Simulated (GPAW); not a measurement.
# Work function of Sc2NS2 MXene monolayer at several levels, part 2 of 2

Wanted: work functions and dipole of Sc2NS2 MXene monolayer, with the cost of each level.

GPAW 26.7.0; GPAW, PAW setups; layer in a repeated cell with vacuum, relaxation of atoms and in-plane cell (the session's first sound run).

So far, upper work function (eV): step 3 (the slab's potential, PBE, GPAW) 6.80; step 5 (GPAW, PAW setups) 7.02; step 6 (RPBE) 6.73; step 7 (revPBE) 6.72; step 8 (LDA) 6.99.

### Step 9. Real-space grid: mode = "fd"

A real-space grid is a second complete basis, so it checks the plane-wave result.

File run.py:

```python
import json
import numpy as np
from ase import Atoms
from gpaw import GPAW

slab = Atoms(
    ['S', 'Sc', 'N', 'Sc', 'S'],
    positions=[
        [-0.00000, 1.90707, 9.00000],
        [1.65157, 0.95354, 10.67506],
        [-0.00000, 0.00000, 11.95423],
        [-0.00000, 1.90707, 13.23340],
        [1.65157, 0.95354, 14.90846]],
    cell=[[3.30314, -0.0, 0.0], [-1.65157, 2.86061, 0.0], [0.0, 0.0, 23.9085]],
    pbc=[True, True, False])

slab.calc = GPAW(mode='fd', h=0.18, xc='PBE', kpts={'size': (12, 12, 1), 'gamma': True},
                 occupations={'name': 'fermi-dirac', 'width': 0.05}, nbands='160%',
                 convergence={'density': 1e-05}, maxiter=200,
                 poissonsolver={'dipolelayer': 'xy'},
                 symmetry={'tolerance': 1e-3}, txt='slab.txt')
result = {}
energy = slab.get_potential_energy()
fermi = slab.calc.get_fermi_level()
v = slab.calc.get_electrostatic_potential().mean((0, 1)) - fermi
n = slab.calc.get_pseudo_density().mean((0, 1))
L = slab.cell[2, 2]
z = np.arange(len(v)) * L / len(v)
low, high = slab.positions[:, 2].min(), slab.positions[:, 2].max()
below, above = np.interp([low - 6.8, high + 6.8], z, v)
slopes = [np.interp(x, z, np.gradient(v, z)) for x in (low - 6.8, high + 6.8)]
eps = np.array([[slab.calc.get_eigenvalues(k, s) for k in range(len(slab.calc.get_ibz_k_points()))]
                for s in range(slab.calc.get_number_of_spins())]) - fermi
top, bottom = eps[eps < 0].max(), eps[eps > 0].min()
dipole = slab.get_dipole_moment()[2]
print(f'energy {energy:.4f} eV, Fermi level {fermi:.4f} eV, dipole {dipole:.5f} e A')
print(f'potential 6.8 A off the faces, from the Fermi level: lower {below:.4f} eV, upper {above:.4f} eV')
print(f'slope of the potential there: lower {slopes[0]:.5f}, upper {slopes[1]:.5f} eV/A')
print(f'nearest levels on the mesh: {top:.4f} and {bottom:.4f} eV')
print('magnetic moment', round(slab.get_magnetic_moment(), 3))
result.update(energy=energy, fermi=fermi, dipole=dipole, below=below, above=above, slopes=slopes, edges=[top, bottom],
              z=z.tolist(), v=v.tolist(), n=n.tolist(), positions=slab.positions.tolist(),
              forces=slab.get_forces(apply_constraint=False).tolist(), moments=slab.get_magnetic_moments().tolist())
json.dump(result, open('result.json', 'w'))
```

Command:

```console
OMP_NUM_THREADS=1 OPENBLAS_NUM_THREADS=1 python run.py
```

The job ended after 3.4 min (1 thread of Arm Neoverse V1, shared host; peak memory 0.69 GiB).

This step gave:

```yaml
dipole_along_the_normal: -5.74e-4 e·Å
levels_nearest_the_fermi_level_on_the_mesh: -0.01934, 0.06284 eV from the Fermi level
upper_work_function: 6.799 eV
lower_work_function: 6.789 eV
```

The electrostatic potential energy of an electron (without an applied field's), less the Fermi level, planar mean oscillates, so the rows of the table below give means over windows of 1.72 Å about each position, cut where the curve ends. Its maxima inside the range that stand out by 2 % of the span (Å: eV): 9.8: -2.34, 11.5: -3.93, 12.4: -3.93, 14.1: -2.34. Its minima: 9.0: -15.7, 10.7: -13.9, 12.0: -9.91, 13.2: -13.9, 14.9: -15.7.

Electrostatic potential energy of an electron (without an applied field's), less the Fermi level, planar mean against z; means over each step:

| z (Å) | electrostatic potential energy of an electron (without an applied field's), less the Fermi level, planar mean (eV) |
| --- | --- |
| 0.86 | 6.79 |
| 2.58 | 6.79 |
| 4.30 | 6.79 |
| 6.02 | 6.78 |
| 7.74 | 4.45 |
| 9.46 | -7.90 |
| 11.18 | -8.89 |
| 12.90 | -8.69 |
| 14.62 | -7.41 |
| 16.34 | 5.41 |
| 18.06 | 6.79 |
| 19.78 | 6.80 |
| 21.50 | 6.80 |
| 23.22 | 6.80 |

The upper face's work function is 6.799 eV, against 6.800 eV in the first plane-wave PBE run at this geometry.

### Step 10. Atomic orbitals: mode = "lcao"

Atom-centred orbitals end a few angstrom from the surface, which tests how much the density's tail matters.

run.py: that of step 9 with these lines changed.

```diff
@@ -16,4 +16,4 @@
 
-slab.calc = GPAW(mode='fd', h=0.18, xc='PBE', kpts={'size': (12, 12, 1), 'gamma': True},
-                 occupations={'name': 'fermi-dirac', 'width': 0.05}, nbands='160%',
+slab.calc = GPAW(mode='lcao', basis='dzp', h=0.18, xc='PBE', kpts={'size': (12, 12, 1), 'gamma': True},
+                 occupations={'name': 'fermi-dirac', 'width': 0.05}, nbands='120%',
                  convergence={'density': 1e-05}, maxiter=200,
```

Elapsed: 4.1 min, on 1 thread; peak memory 0.32 GiB.

This step gave:

```yaml
dipole_along_the_normal: -5.75e-4 e·Å
levels_nearest_the_fermi_level_on_the_mesh: -0.01464, 0.06370 eV from the Fermi level
upper_work_function: 6.806 eV
lower_work_function: 6.795 eV
```

The upper face's work function is 6.806 eV, against 6.800 eV in the first plane-wave PBE run at this geometry.

### Step 11. The ladder

Times are for 1 thread of Arm Neoverse V1, shared host. The runs compared:

| no. | run | upper work function (eV) | lower work function (eV) | time | memory (GiB) |
| --- | --- | --- | --- | --- | --- |
| 1 | pw | 6.800 | 6.789 | 84 s | 0.28 |
| 2 | vdW DF2 | 7.186 | 7.175 | 1.7 min | 0.48 |
| 3 | optPBE vdW | 7.023 | 7.012 | 95 s | 0.48 |
| 4 | RPBE | 6.728 | 6.717 | 84 s | 0.28 |
| 5 | revPBE | 6.722 | 6.711 | 84 s | 0.28 |
| 6 | LDA | 6.991 | 6.980 | 82 s | 0.28 |
| 7 | fd | 6.799 | 6.789 | 3.4 min | 0.69 |
| 8 | lcao | 6.806 | 6.795 | 4.1 min | 0.32 |

### Step 12. Side by side

Results and costs are gathered.

This step: comparison of work functions, dipole and cost (GPAW 26.7.0).

Ladder, by row:

| step | code | work function, upper (eV) | work function, lower (eV) | dipole (e Å) | wall time (s) | peak memory (GiB) | threads |
| --- | --- | --- | --- | --- | --- | --- | --- |
| pw | GPAW | 6.8 | 6.789 | -5.66e-4 | 83.75 | 0.28 | 1 |
| vdW-DF2 | GPAW | 7.186 | 7.175 | -5.66e-4 | 102.4 | 0.48 | 1 |
| optPBE-vdW | GPAW | 7.023 | 7.012 | -5.66e-4 | 94.84 | 0.48 | 1 |
| RPBE | GPAW | 6.728 | 6.717 | -5.66e-4 | 84.14 | 0.28 | 1 |
| revPBE | GPAW | 6.722 | 6.711 | -5.66e-4 | 83.76 | 0.28 | 1 |
| LDA | GPAW | 6.991 | 6.98 | -5.67e-4 | 82.34 | 0.28 | 1 |
| fd | GPAW | 6.799 | 6.789 | -5.74e-4 | 204.2 | 0.69 | 1 |
| lcao | GPAW | 6.806 | 6.795 | -5.75e-4 | 243.8 | 0.32 | 1 |

### Step 13. Summary of results

| Quantity | Value |
| --- | --- |
| work function, upper and lower face | 6.800 and 6.789 eV |
| dipole along the normal | -5.7e-4 e Å |

With plane waves and PBE the work function is 6.80 eV on the upper face and 6.79 eV on the lower. Over the sound runs of the table the upper face's work function spans 6.722 (revPBE) to 7.186 eV (vdW-DF2). The starting lattice was a guess from atomic radii; the relaxation moved it by 5 %. The small printed dipole stands for a step of 11 meV from the lower to the upper face, and the probes find 11 meV; values this small are near the numerical noise of both. The cell holds an odd number of electrons, so without spin polarisation it must come out metallic and without a moment, whatever its true state. The layer's cell and atoms come from the relaxation; spin-orbit coupling and temperature are left out.

[Logs are printed without paths, hosts, clocks, repeated set-up lines and the standing remarks that a program may print on its own settings, such as how far it seeks lower states.]

[Hosts, paths, dates, database ids (printed as entryN), source tags and the programs' standing remarks are cut or masked in the printed files.]
